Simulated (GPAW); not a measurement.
# ZnBr2 (R-3m): one start, several treatments of the self-energy, part 2 of 2

Aim: compare treatments of exchange, screening and correlation for the gap of ZnBr2 (R-3m).

GPAW 26.7.0; LDA and many-body steps on it, plane waves. Known limits of the many-body steps: not at the basis limit; no spin-orbit coupling.

So far. Step 3 (G0W0, Godby-Needs plasmon pole): The gap on the mesh goes from 3.02 eV to 5.06 eV, a correction of +2.04 eV. Step 5 (G0W0, extrapolated in the cutoff): Against G0W0 in GPAW (4×4×4 mesh, 97 bands, screening to 60 eV, Godby-Needs plasmon pole), the gap moves by +0.060 eV.

## Step 6: One-shot Hartree-Fock

This step: one-shot Hartree-Fock levels on LDA orbitals, plane waves, PAW.

The input, run.py:

```python
import json
import numpy as np
from gpaw.mpi import world
from gpaw.hybrids.eigenvalues import non_self_consistent_eigenvalues

dft, vxc, vxc_hyb = non_self_consistent_eigenvalues('full.gpw', 'EXX', 11, 15, kpt_indices=[0, 12])
res = {'dft': dft[0], 'hybrid': (dft - vxc + vxc_hyb)[0]}
if world.rank == 0:
    with open('hybrid.txt', 'w') as f:
        for k, e0, e1 in zip([0, 12], res['dft'], res['hybrid']):
            print(k, ' '.join(f'{x:9.4f}' for x in e0), '|', ' '.join(f'{x:9.4f}' for x in e1), file=f)

if world.rank == 0:
    with open('result.json', 'w') as f:
        json.dump(res, f, default=lambda x: x.tolist())
```

On the command line:

```console
$ mpirun -n 4 gpaw python run.py
```

Numbers of over 12 decimals in the logs are rounded to 6 here.

Output:

```text
builder.py:213: UserWarning: The angles between your unit-cell vectors are 28.7, 28.7 and 28.7 degrees.  Results may be wrong!  Please Niggli-reduce your unit-cell so that the angles are closer to 90 degrees:

  from ase.build import niggli_reduce
  niggli_reduce(atoms)
  [... matrices ...]
  warnings.warn(
builder.py:213: UserWarning: The angles between your unit-cell vectors are 28.7, 28.7 and 28.7 degrees.  Results may be wrong!  Please Niggli-reduce your unit-cell so that the angles are closer to 90 degrees:

  from ase.build import niggli_reduce
  niggli_reduce(atoms)
  [... matrices ...]
  warnings.warn(
builder.py:213: UserWarning: The angles between your unit-cell vectors are 28.7, 28.7 and 28.7 degrees.  Results may be wrong!  Please Niggli-reduce your unit-cell so that the angles are closer to 90 degrees:

  from ase.build import niggli_reduce
  niggli_reduce(atoms)
  [... matrices ...]
  warnings.warn(
builder.py:213: UserWarning: The angles between your unit-cell vectors are 28.7, 28.7 and 28.7 degrees.  Results may be wrong!  Please Niggli-reduce your unit-cell so that the angles are closer to 90 degrees:

  from ase.build import niggli_reduce
  niggli_reduce(atoms)
  [... matrices ...]
  warnings.warn(
IBZ(<points: 13, symmetries: 12>)
Occupied bands: 13
Transforming wave functions from IBZ to BZ: 0.052 seconds
Distributing wave functions and iFFT-ing to real space: 0.533 seconds
Calculating eigenvalues:
  k-points: 2
  Bands: 11-14 (inclusive)
  Seconds: 3.177 (wave-function broadcasting: 0.009 seconds)
HSE06-eigenvalue shifts:
  min: -3.526 eV
  ave: 0.581 eV
  max: 4.842 eV
```

Run time: 6.1 s. Hardware: 4 MPI ranks of Arm Neoverse V2, shared host; peak memory 2.1 GiB; 24 s of CPU time.

This step gave:

```
starting gap on the mesh                       : 3.020 eV
hybrid gap on the mesh                         : 10.94 eV
least direct hybrid gap on the computed points : 10.95 eV
```

## Step 7: G0W0, full frequency, Hilbert transform

This step: G0W0 on LDA, plane waves, PAW.

The input, run.py:

```python
import json
import numpy as np
from gpaw.mpi import world
from gpaw.response.g0w0 import G0W0

gw = G0W0('full.gpw',
    filename='gw',
    kpts=[0, 12],
    bands=(11, 15),
    ecut=60,
    nbands=97,
    integrate_gamma='WS',
    frequencies={'type': 'nonlinear', 'domega0': 0.1, 'omega2': 15.0},
    eta=0.1,
    nblocksmax=True)
gw.calculate()
res = {mode: {k: v for k, v in r.items() if k != 'sigma_eskwn'}
       for mode, r in gw.all_results.items()}

if world.rank == 0:
    with open('result.json', 'w') as f:
        json.dump(res, f, default=lambda x: x.tolist())
```

On the command line:

```console
$ mpirun -n 4 gpaw python run.py
```

Output:

```text
Using integrator: PointIntegrator
NonLinearFrequencyDescriptor(from 0.000 to 67.757 eV, 237 points)
Nonperiodic BCs:  [False False False]
Using integrator: PointIntegrator
NonLinearFrequencyDescriptor(from 0.000 to 67.757 eV, 237 points)
Nonperiodic BCs:  [False False False]
  ___  _ _ _
 |   || | | |
 | | || | | |
 |__ ||_____|
 |___|

BZ k-points: Symmetries present (total): 12

  [... matrices ...]
64 k-points: 4 x 4 x 4 Monkhorst-Pack grid + [1/8,1/8,1/8]
13 k-points in the irreducible part of the Brillouin zone
       k-points in crystal coordinates                weights
[...]
GW
  11   1.000  -0.205 -19.078 -22.604   2.590  -0.288   0.776  -0.932
  12   1.000  -0.205 -19.078 -22.604   2.590  -0.288   0.776  -0.931
  13   0.000   2.823 -13.332  -8.934  -2.825  -0.227   0.815   4.105
[...]
k-point 1 (12): (0.500, 0.500, 0.500)                GW
band       f     eps     vxc     exx   sigma  dsigma       Z      qp
                                                                   GW
[...]
13   0.000   3.422 -15.352 -10.589  -2.928  -0.234   0.810   4.909
  14   0.000   5.050 -11.106  -6.366  -3.315  -0.219   0.821   6.219
```

Wall time 4.5 min (4 MPI ranks); peak memory 2.8 GiB; 18 min of CPU time.

Numbers from this step:

```yaml
g0w0_gap_on_the_points_computed: 5.028 eV
least_direct_g0w0_gap_on_the_computed_points: 5.037 eV
starting_gap_on_the_mesh: 3.020 eV
k_of_the_valence_top: 0.5, 0.5, 0.5
k_of_the_conduction_bottom: 0, 0, 0
```

Against G0W0 in GPAW (4×4×4 mesh, 97 bands, screening to 60 eV, Godby-Needs plasmon pole), the gap moves by −0.028 eV.

## Step 8: Side by side

Times are wall times on 4 MPI ranks of Arm Neoverse V2, shared host, good to a factor of about two.

```
                                    run   mesh  bands  screening cutoff (eV)  DFT gap (eV)  gap on the mesh (eV)  direct (eV)     time
         G0W0, Godby-Needs plasmon pole  4×4×4     97                     60         3.020                 5.055        5.066    4 min
                         one-shot HSE06  4×4×4      -                      -         3.020                 4.476        4.485    6.7 s
       G0W0, extrapolated in the cutoff  4×4×4      -                    100         3.020                 5.115        5.125   13 min
                  one-shot Hartree-Fock  4×4×4      -                      -         3.020                10.938       10.952    6.1 s
G0W0, full frequency, Hilbert transform  4×4×4     97                     60         3.020                 5.028        5.037  4.5 min
```

## Step 9: Results

```yaml
g0w0_godby_needs_plasmon_pole: 5.055 eV
one_shot_hse06: 4.476 eV
g0w0_extrapolated_in_the_cutoff: 5.115 eV
one_shot_hartree_fock: 10.938 eV
g0w0_full_frequency_hilbert_transform: 5.028 eV
known_limits: not at the basis limit; no spin-orbit coupling
```

What this shows: One-shot HSE06: −0.580 eV against G0W0, Godby-Needs plasmon pole. G0W0, extrapolated in the cutoff: +0.060 eV against G0W0, Godby-Needs plasmon pole, at other bands or cutoff, so not like for like. One-shot Hartree-Fock: +5.883 eV against G0W0, Godby-Needs plasmon pole. G0W0, full frequency, Hilbert transform: −0.028 eV against G0W0, Godby-Needs plasmon pole. Bare exchange alone opens the gap to 10.94 eV; against G0W0, correlation takes back 5.88 eV. One-shot hybrid levels are evaluated on the LDA orbitals. Bands and cutoff are finite, so the gap is not at the basis limit. The miss can reach some tenths of an eV and take either sign; the mesh is an error of its own. These stock PAW sets were not made for GW; the filled d or f shell of Br lies in the frozen core, which bears on start and correction. In the G0W0 runs levels were corrected at 2 k points alone, so a gap called «on the mesh» is the least over those, and an edge elsewhere would be missed. The program warns of a poor linear fit in the extrapolation of some level, so the extrapolated values are rough. The many-body steps are scalar-relativistic: spin-orbit coupling is not in them.

[Paths, hosts, dates, memory and timing lines, banners, echoed tables and standing remarks are left out of the program output.]

[Logs are printed without paths, hosts, clocks, repeated set-up lines and the standing remarks that a program may print on its own settings, such as how far it seeks lower states.]

[Runs of the session that timed out or met a known fault of the program may be left out.]

[Hosts, paths, dates, database ids (printed as entryN), source tags and the programs' standing remarks are cut or masked in the printed files.]
